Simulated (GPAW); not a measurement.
# Core-hole calculation of the P K edge in AgPPd5 (P4/mmm), part 2 of 2

Aim: the near-edge shape at the P K edge of AgPPd5 (P4/mmm), and what the core hole does to it.

GPAW 26.7.0; X-ray absorption from dipole matrix elements to empty bands, plane-wave PAW LDA.

So far. Step 2 (Ground state of the crystal): The mesh shows no gap, so the system is treated as a metal and the core electron is put at the Fermi level (neutral cell). Step 3 (Spectrum without a core hole, P atom 7): Main maxima below 24 eV (height): 1.9 eV (1.76), 6.9 eV (1.49), 9.5 eV (1.29) and 14.6 eV (0.93). A K edge sees empty p states on the absorber.

**5. Spectrum with XCH, P atom 7**

The holes are 5.6 Å apart. In GPAW the data set carries the hole's charge, so charge=0 means a charged cell and charge=-1 a neutral one. The excited electron is kept in the cell, where it fills the lowest empty states and screens the hole. After the field has converged, empty bands are computed with the density fixed and the dipole matrix elements are summed.

Contents of xas.py:

```python
import numpy as np
from ase import Atoms
from ase.parallel import parprint, paropen
from gpaw import GPAW, PW, FermiDirac, Mixer, MixerDif, setup_paths
from gpaw.test import gen
setup_paths.insert(0, '.')
gen('P', name='fch1s', xcname='LDA', corehole=(1, 0, 1), write_xml=True)
from gpaw.mpi import world
world.barrier()

atoms = Atoms('Ag2Pd10P2',
    cell=[[-3.968775, 3.968775, 0],
     [-3.968775, -3.968775, 0],
     [3.968775, 0, 7.005225]],
    scaled_positions=[[0, 0.5, 0],
     [0.5, 0, 0],
     [0.400235, 0.900235, 0.30047],
     [0.900235, 0.400235, 0.30047],
     [0.900235, 0.900235, 0.30047],
     [0.400235, 0.400235, 0.30047],
     [0.599765, 0.099765, 0.69953],
     [0.099765, 0.599765, 0.69953],
     [0.099765, 0.099765, 0.69953],
     [0.599765, 0.599765, 0.69953],
     [0, 0, 0],
     [0.5, 0.5, 0],
     [0.25, 0.25, 0.5],
     [0.75, 0.75, 0.5]],
    pbc=True)
atoms.calc = calc = GPAW(legacy_gpaw=True, mode=PW(430, force_complex_dtype=True), xc='LDA', setups={12: 'fch1s'},
    kpts={'size': (5, 5, 5), 'gamma': True}, occupations=FermiDirac(0.1),
    charge=-1, mixer=Mixer(0.1, 5, 50), maxiter=150,
    convergence={'density': 0.0001, 'eigenstates': 1e-6}, txt='scf.txt')
energy = atoms.get_potential_energy() + calc.get_reference_energy()
ef = calc.get_fermi_level()
out = dict(energy=energy, fermi=ef, forces=atoms.get_forces().tolist())
parprint(f'all-electron energy {energy:.4f} eV, Fermi level {ef:.4f} eV')
ev = np.array([[calc.get_eigenvalues(k, s) for k in range(len(calc.get_ibz_k_points()))] for s in range(calc.get_number_of_spins())])
out['homo'], out['lumo'], out['counts'] = ev[ev < ef].max(), ev[ev > ef].min(), sorted(set((ev < ef).sum((0, 2)).tolist()))
out['filled'] = (ev[:, 0] < ef).sum(1).tolist()

from ase.units import Ha
from gpaw.xas import dipole_matrix_elements
nb = int(calc.get_number_of_electrons() / 2) + 184
top, nb = nb, nb + 8 + nb // 12
nscf = calc.fixed_density(kpts={'size': (6, 6, 6), 'gamma': True}, nbands=nb,
    convergence={'bands': top, 'eigenstates': 5e-3}, maxiter=60, txt='nscf.txt')
cell = atoms.cell.array
ops = [cell.T @ U.T @ np.linalg.inv(cell.T) for U in nscf.wfs.kd.symmetry.op_scc]
E = np.arange(-6, 34, 0.1)
fwhm = np.interp(E, [4, 25], [0.9, 3.5])
Y, X, zero, highest = 0, 0, 1e9, 1e9
for spin in range(nscf.get_number_of_spins()):
    wfs = nscf.wfs
    mine = wfs.bd.get_slice()  # this rank's bands
    A = dipole_matrix_elements(wfs.setups[12])
    eps = np.zeros((wfs.kd.nibzkpts, nb))
    d = np.zeros((3, A.shape[1], wfs.kd.nibzkpts, nb), complex)
    for kpt in wfs.kpt_u:
        if kpt.s == spin and 12 in kpt.P_ani:
            eps[kpt.k, mine] = kpt.eps_n * Ha
            d[:, :, kpt.k, mine] = (kpt.weight * wfs.nspins / 2) ** 0.5 * np.inner(A, kpt.P_ani[12])
    world.sum(eps)
    world.sum(d)
    T = np.einsum('amkn,bmkn->abkn', d, d.conj()).real
    T = sum(np.einsum('ai,ijkn,bj->abkn', R, T, R) for R in ops) / len(ops)
    empty = eps > ef
    zero, highest = min(zero, eps[empty].min()), min(highest, eps[:, top - 1].min())
    lines = [(eps, T, empty)] if spin == 0 else lines + [(eps, T, empty)]
for eps, T, empty in lines:
    f = np.einsum('aakn->akn', T).reshape(3, -1)
    x = eps.ravel() - zero
    w = np.interp(x, E, fwhm) / 2.35482
    g = np.exp(-0.5 * ((E[:, None] - x) / w) ** 2) / (w * (2 * np.pi) ** 0.5)
    Y = Y + (f * empty.ravel()) @ g.T
    X = X + (f * ~empty.ravel()) @ g.T
out.update(E=E.round(2).tolist(), xas=Y.tolist(), xes=X.tolist(), zero=zero, valid=highest - zero, nk=len(eps), nb=nb)
for i in range(0, len(E), 10):
    parprint(f'{E[i]:7.2f}', *(f'{v:10.3e}' for v in Y[:, i]))
import json
with paropen('out.json', 'w') as f:
    json.dump(out, f)
```

Command:

```console
> OMP_NUM_THREADS=1 mpirun -n 4 gpaw python xas.py
```

Numbers of over 12 decimals in the logs are rounded to 6 here.

The program printed:

```text
Input parameters:
  charge: -1
  convergence: {density: 0.0001,
                eigenstates: 1e-06}
  kpts: {gamma: True,
         size: (5, 5, 5)}
  maxiter: 150
  mixer: {backend: pulay,
          beta: 0.1,
          method: separate,
          nmaxold: 5,
          weight: 50}
  mode: {ecut: 430.0,
         force_complex_dtype: True,
         name: pw}
  occupations: {fixmagmom: False,
                name: fermi-dirac,
                width: 0.1}
  setups: {12: fch1s}

Initialize ...

[... PAW data sets ...]

Reference energy: -1676297.495948  # eV

Spin-paired calculation

[... convergence settings ...]
Symmetries present (total): 8
  [... symmetry matrices ...]

125 k-points: 5 x 5 x 5 Monkhorst-Pack grid
18 k-points in the irreducible part of the Brillouin zone
       k-points in crystal coordinates                weights
   0:     0.00000000    0.00000000    0.00000000          1/125
   1:     0.00000000    0.00000000    0.20000000          2/125
   2:     0.00000000    0.00000000    0.40000000          2/125
   3:     0.20000000    0.00000000    0.00000000          8/125
   4:     0.20000000    0.00000000    0.20000000          8/125
   5:     0.20000000    0.00000000    0.40000000          4/125
   6:     0.20000000    0.20000000   -0.20000000          4/125
   7:     0.20000000    0.20000000    0.00000000          8/125
   8:     0.20000000    0.20000000    0.40000000          8/125
   9:     0.40000000    0.00000000   -0.20000000          4/125
          ...
  17:     0.40000000    0.40000000    0.40000000          8/125

Wave functions: Plane wave expansion
  Cutoff energy: 430.000 eV
  Number of coefficients (min, max): 4455, 4490
  Pulay-stress correction: 0.000000 eV/Ang^3 (de/decut=0.000000)
  Using FFTW library
  Wavefunction extrapolation:
    Improved wavefunction reuse through dual PAW basis

Occupation numbers: Fermi-Dirac:
  width: 0.1000  # eV

Eigensolver
   Davidson(niter=2)

Densities:
  Coarse grid: 40*40*40 grid
  Fine grid: 80*80*80 grid
  Total Charge: 0.000000

Density mixing:
  Method: separate
  Backend: pulay
  Linear mixing parameter: 0.1
  old densities: 5
  Width of damping distribution: 1.1
  Damping of long wavelength oscillations: 50

[... Hamiltonian set-up ...]
Number of atoms: 14
Number of atomic orbitals: 152
Number of bands in calculation: 127
Number of valence electrons: 205
Bands to converge: occupied

... initialized

Initializing position-dependent things.

Density initialized from atomic densities
Creating initial wave functions:
  127 bands from LCAO basis set

                        Pd
                  Pd        Pd
                      Pd
             PPd       P
        Pd        Pd

            Pd     Ag
             Pd        Pd
                 Ag

Atomic positions and initial magnetic moments

Positions:
   0 Ag    -1.984387   -1.984387    0.000000    ( 0.0000,  0.0000,  0.0000)
   1 Ag    -1.984387    1.984387    0.000000    ( 0.0000,  0.0000,  0.0000)
   2 Pd    -3.968775   -1.984387    2.104860    ( 0.0000,  0.0000,  0.0000)
   3 Pd    -3.968775    1.984387    2.104860    ( 0.0000,  0.0000,  0.0000)
   4 Pd    -5.953162   -0.000000    2.104860    ( 0.0000,  0.0000,  0.0000)
   5 Pd    -1.984388    0.000000    2.104860    ( 0.0000,  0.0000,  0.0000)
   6 Pd    -0.000000    1.984387    4.900365    ( 0.0000,  0.0000,  0.0000)
[...]
11 Pd    -3.968775    0.000000    0.000000    ( 0.0000,  0.0000,  0.0000)
  12 P      0.000000    0.000000    3.502613    ( 0.0000,  0.0000,  0.0000)
  13 P     -3.968775   -0.000000    3.502613    ( 0.0000,  0.0000,  0.0000)

Unit cell:
           periodic     x           y           z      points  spacing
  1. axis:    yes   -3.968775    3.968775    0.000000    40     0.1303
  2. axis:    yes   -3.968775   -3.968775    0.000000    40     0.1303
  3. axis:    yes    3.968775    0.000000    7.005225    40     0.1751

  Lengths:   5.612695   5.612695   8.051357
  Angles:  110.399010 110.399010  90.000000

Effective grid spacing dv^(1/3) = 0.1511

iter:   1  -108.162600
iter:   2   -95.596264   -0.72  -1.15
iter:   3   -87.285200   -0.56  -1.29
iter:   4   -85.941423   -1.36  -1.64
iter:   5   -85.900261   -1.74  -1.81
iter:   6   -85.402223   -2.51  -1.78
iter:   7   -85.227895   -2.03  -2.02
iter:   8   -85.183338   -3.17  -2.56
iter:   9   -85.178677c  -4.18  -3.01
iter:  10   -85.176437c  -4.36  -3.18
iter:  11   -85.176224c  -4.75  -3.47
iter:  12   -85.176304c  -5.25  -3.74
iter:  13   -85.176337c  -5.74  -3.82
iter:  14   -85.176355c  -6.03c -3.91
iter:  15   -85.176338c  -6.21c -4.29c

Converged after 15 iterations.

Dipole moment: (-0.021541, -0.000000, 0.000000) |e|*Ang

Energy contributions relative to reference atoms: (reference = -1676297.495948)

Kinetic:        -38.726184
Potential:      -11.638583
External:        +0.000000
XC:             -32.779186
Entropy (-ST):   -0.253001
Local:           -1.905885
SIC:             +0.000000
--------------------------
Free energy:    -85.302839
Extrapolated:   -85.176338

Showing only first 2 kpts
 Kpt  Band  Eigenvalues  Occupancy
  0   100      8.19207    1.49241
  0   101      8.19552    1.47921
  0   102      8.22037    1.37801
  0   103      8.35542    0.72936

  1   100      8.19531    1.48004
  1   101      8.46015    0.33531
  1   102      8.46015    0.33531
[...]
Fermi level: 8.29991

No gap
No difference between direct/indirect transitions

Forces in eV/Ang:
  0 Ag    0.00000    0.00000    0.00000
  1 Ag   -0.00000   -0.00000    0.00000
  2 Pd   -0.00000    0.24746   -0.24668
  3 Pd   -0.00000   -0.24746   -0.24668
  4 Pd    0.24746    0.00000   -0.24668
  5 Pd   -0.24746    0.00000   -0.24668
  6 Pd    0.00000    0.24746    0.24668
[...]
11 Pd    0.00000    0.00000    0.21272
 12 P     0.00000   -0.00000   -0.00000
 13 P     0.00000    0.00000    0.00000
Scalar-relativistic atomic LDA calculation for P (Phosphorus, Z=15)
Core hole in 1s state (1s occupation: 1.0)
450 radial gridpoints.
|------------------------------------------------|
|------------------------------------------------|
[... the atom generator's iteration count ...]

Energy contributions:
-------------------------
Kinetic:     +261.768075
XC:           -17.966184
Potential:   -505.274962
-------------------------
Total:       -261.473071

state      eigenvalue         ekin         rmax
-----------------------------------------------
1s^1.0 :   -82.316117   109.824186        0.067
2s^2.0 :    -7.841975    17.549438        0.402
2p^6.0 :    -6.203561    17.373857        0.327
3s^2.0 :    -0.984498     2.880452        1.418
3p^3.0 :    -0.625684     2.280322        1.541
-----------------------------------------------
(units: Bohr and Hartree)

Generating PAW setup
Kinetic energy of the core from tauc = 249.749155
Cutoffs:
rc(s)=1.800
rc(p)=1.800
rc(d)=1.800
rc(vbar)=1.620
rc(comp)=1.800
rc(nct)=1.800

Kinetic energy of the core states: 249.166204
Charge: 1.0
Core electrons: 9.0
Valence electrons: 5.0
Pseudo-core charge: 0.082129
Shape function alpha=3.086
Pseudo-electron charge 5.474914
state    eigenvalue         norm
--------------------------------
3s(2) :    -0.984498     1.193424
*s    :     0.015502
3p(3) :    -0.625684     1.001979
*p    :     0.374316
*d    :     0.000000
--------------------------------

Diagonalizing with gridspacing h=0.050

state   all-electron     PAW
-------------------------------
3s:      -0.984498    -0.984928
3p:      -0.625684    -0.626173
*d:                   -0.152187
*f:                   -0.017358
-------------------------------
<dir> UserWarning: Initial realspace grid (27,27,40) inconsistent with symmetries.
  warnings.warn(
<dir> UserWarning: Using symmetrized grid: (40,40,40).

  warnings.warn('Using symmetrized grid: ({},{},{}).\n'.format(*N_c))
<dir> UserWarning: Initial realspace grid (27,27,40) inconsistent with symmetries.
  warnings.warn(
<dir> UserWarning: Initial realspace grid (27,27,40) inconsistent with symmetries.
  warnings.warn(
<dir> UserWarning: Initial realspace grid (27,27,40) inconsistent with symmetries.
  warnings.warn(
<dir> UserWarning: Using symmetrized grid: (40,40,40).

  warnings.warn('Using symmetrized grid: ({},{},{}).\n'.format(*N_c))
<dir> UserWarning: Using symmetrized grid: (40,40,40).

  warnings.warn('Using symmetrized grid: ({},{},{}).\n'.format(*N_c))
<dir> UserWarning: Using symmetrized grid: (40,40,40).

  warnings.warn('Using symmetrized grid: ({},{},{}).\n'.format(*N_c))
all-electron energy -1676382.6723 eV, Fermi level 8.2999 eV
[...]
31.00  4.915e-06  4.915e-06  3.966e-06
  32.00  5.296e-06  5.296e-06  4.354e-06
  33.00  5.192e-06  5.192e-06  4.483e-06
```

The job ended after 6 min (4 MPI ranks of Intel Xeon Platinum 8488C (Sapphire Rapids), shared host; peak memory 0.79 GiB; 24 min of CPU time).

The P K spectrum, P atom 7, excited-electron core hole (neutral cell) (energy from the lowest empty level; intensity scaled to a mean of 1 over the first 20 eV; polarised curves are means over the symmetry-equivalent atoms):

```csv
E (eV),isotropic,ε ⊥ c,ε ∥ c
-2.0,0.00,0.00,0.00
-1.5,0.00,0.00,0.00
-1.0,0.01,0.01,0.01
-0.5,0.18,0.21,0.11
0.0,0.89,1.04,0.58
0.5,1.63,1.93,1.02
1.0,2.07,2.36,1.48
1.5,2.27,2.30,2.20
2.0,1.68,1.23,2.58
2.5,1.05,0.41,2.31
3.0,0.67,0.28,1.44
3.5,0.49,0.35,0.77
4.0,0.59,0.51,0.76
4.5,0.71,0.64,0.86
5.0,1.05,0.97,1.22
5.5,1.58,1.69,1.37
6.0,1.97,2.39,1.14
6.5,1.78,2.26,0.82
7.0,1.32,1.65,0.65
7.5,1.11,1.38,0.59
8.0,1.12,1.40,0.56
8.5,1.16,1.40,0.67
9.0,1.11,1.18,0.96
9.5,1.02,0.88,1.28
10.0,0.91,0.66,1.41
10.5,0.81,0.56,1.32
11.0,0.73,0.51,1.17
11.5,0.67,0.50,1.03
12.0,0.65,0.53,0.90
12.5,0.68,0.63,0.79
13.0,0.75,0.75,0.74
13.5,0.82,0.87,0.72
14.0,0.86,0.94,0.71
14.5,0.85,0.94,0.67
15.0,0.80,0.89,0.63
15.5,0.74,0.81,0.60
16.0,0.70,0.74,0.61
16.5,0.67,0.68,0.65
17.0,0.66,0.62,0.73
17.5,0.66,0.58,0.82
18.0,0.67,0.56,0.89
18.5,0.68,0.57,0.91
19.0,0.69,0.60,0.87
19.5,0.69,0.63,0.81
20.0,0.69,0.66,0.75
20.5,0.68,0.68,0.70
21.0,0.68,0.69,0.67
21.5,0.68,0.69,0.66
22.0,0.67,0.68,0.65
22.5,0.65,0.66,0.64
23.0,0.62,0.63,0.62
23.5,0.59,0.59,0.59
24.0,0.56,0.56,0.55
24.5,0.53,0.54,0.53
25.0,0.53,0.54,0.51
25.5,0.54,0.56,0.51
26.0,0.57,0.59,0.53
26.5,0.60,0.62,0.56
27.0,0.64,0.66,0.60
27.5,0.69,0.70,0.65
28.0,0.73,0.75,0.70
28.5,0.78,0.80,0.74
29.0,0.84,0.87,0.77
29.5,0.90,0.94,0.81
30.0,0.97,1.02,0.85
30.5,1.04,1.11,0.90
31.0,1.11,1.18,0.95
31.5,1.16,1.24,1.01
32.0,1.20,1.27,1.05
```

Main maxima below 24 eV (height): 1.4 eV (2.28), 6.1 eV (1.98), 8.5 eV (1.16) and 14.1 eV (0.86). 

The total-energy difference is 2147.98 eV. One term is added: -15.84 eV, since the hole is spin-paired here and a spin-polarised one costs that much less in the free atom (computed apart). The photon energy is then 2132.14 eV. The functional leaves an error in such absolute values: in the free atom LDA prices this hole 8.5 eV below PBE (computed apart), and PBE is itself good to a few eV.

**6. What the core hole does**

Both curves are counted from their own zero, so only the shift of weight within the empty states shows.

```csv
E (eV),no hole,XCH
-2.0,0.00,0.00
-1.0,0.00,0.01
0.0,0.60,0.89
1.0,1.33,2.07
2.0,1.76,1.68
3.0,1.19,0.67
4.0,0.48,0.59
5.0,0.68,1.05
6.0,1.31,1.97
7.0,1.49,1.32
8.0,1.30,1.12
9.0,1.25,1.11
10.0,1.21,0.91
11.0,0.92,0.73
12.0,0.79,0.65
13.0,0.77,0.75
14.0,0.89,0.86
15.0,0.92,0.80
16.0,0.81,0.70
17.0,0.71,0.66
18.0,0.69,0.67
19.0,0.71,0.69
20.0,0.72,0.69
21.0,0.71,0.68
22.0,0.70,0.67
23.0,0.65,0.62
24.0,0.57,0.56
25.0,0.51,0.53
26.0,0.51,0.57
27.0,0.55,0.64
28.0,0.60,0.73
29.0,0.66,0.84
30.0,0.74,0.97
31.0,0.87,1.11
32.0,1.02,1.20
```

With each curve scaled to its own mean, the area from −2 to 6 eV with the hole is 7.9 against 6.6, and the centre of weight from −1 to 20 eV moves by -0.6 eV: the hole pulls the absorber's empty states down.

**7. What came out**

| Property | Result |
| --- | --- |
| absorber and edge | P K, atom 7 of the ground-state input (counted from 1) |
| surroundings | 8 Pd at 2.43 Å (cubic, site symmetry 4/mmm) |
| highest intensity below 16 eV | 1.4 eV above the zero, height 2.28 |
| photon energy of the zero, with the added terms | 2132.1 eV (raw 2148.0 eV; LDA puts this hole about 8 eV below PBE, itself good to a few eV) |

What this shows: The P K edge of atom 7, with 8 Pd at 2.43 Å (cubic, site symmetry 4/mmm), has its highest intensity of the first 16 eV at 1.4 eV above the zero, near 2134 eV in photon energy (LDA puts this hole about 8 eV below PBE, itself good to a few eV), 2.3 times the mean level of the first 20 eV (Gaussian full width 0.9 eV up to 4 eV, rising linearly to 3.5 eV at 25 eV). With each curve scaled to its own mean, the area from −2 to 6 eV with the hole is 7.9 against 6.6, and the centre of weight from −1 to 20 eV moves by -0.6 eV: the hole pulls the absorber's empty states down. At the P K edge of atom 7 polarisation matters most near 2.4 eV, where the curves differ by 1.9 on this scale. The holes are only 5.6 Å apart, so the shape is probably not converged with cell size; no larger cell was run here. The structure is a computed Materials Project entry and may be a hypothetical form.

[Banner, clock and machine lines of the logs are left out without a mark of their own.]

[Logs are printed without paths, hosts, clocks, repeated set-up lines and the standing remarks that a program may print on its own settings, such as how far it seeks lower states.]

[Hosts, paths, dates, database ids (printed as entryN), source tags and the programs' standing remarks are cut or masked in the printed files.]

[Lists of maxima count a maximum above −3 eV only where it reaches 4 % of the highest in the window and stands out from its surroundings by 2 % of it (1.5 % where it reaches 55 %); shoulders and weaker maxima are passed over, and of the rest the first, up to two pre-edge ones and the few strongest are named.]
